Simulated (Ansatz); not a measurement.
Rows from a G0W0 calculation on SiC (P6_3mc) (Ansatz 0.2.0; G0W0 on PBE, plane waves, PAW; 9×9×2 mesh, 216 empty bands, screening to 110 eV, hard PAW files), in eV. Spin-orbit coupling is left out.

```
row                      k  band   start       Σx  Σc at the solution      Vxc
  A                      Γ    c1  14.722   -9.117              -4.692  -14.454
  B  (0.000, 0.444, 0.000)    c2  12.057   -7.251              -4.108  -11.757
  C  (0.000, 0.444, 0.000)    c1  11.955   -7.407              -4.022  -11.824
  D                      Γ    v1   9.615  -18.247               2.123  -15.746
  E  (0.000, 0.444, 0.000)    v1   8.522  -18.577               2.444  -15.625
  F                      Γ    c2  15.300   -8.953              -4.826  -14.426
```

Work out each quasiparticle level and how far it moved.

The quasiparticle equation reads E = start + Σx + Σc(E) − Vxc.

```
row  E (eV)  shift (eV)
  A  15.367      +0.644
  B  12.455      +0.398
  C  12.349      +0.394
  D   9.237      −0.378
  E   8.014      −0.507
  F  15.947      +0.647
```

Limits: not at the basis limit.

[Paths, hosts, dates, memory and timing lines, banners, echoed tables and standing remarks are left out of the program output.]

[Logs are printed without paths, hosts, clocks, repeated set-up lines and the standing remarks that a program may print on its own settings, such as how far it seeks lower states.]

[Runs of the session that timed out or met a known fault of the program may be left out.]

[Cells called generated may have been cut or substituted from an entry of the Crystallography Open Database or the Materials Project.]

[Hosts, paths, dates, database ids (printed as entryN), source tags and the programs' standing remarks are cut or masked in the printed files.]
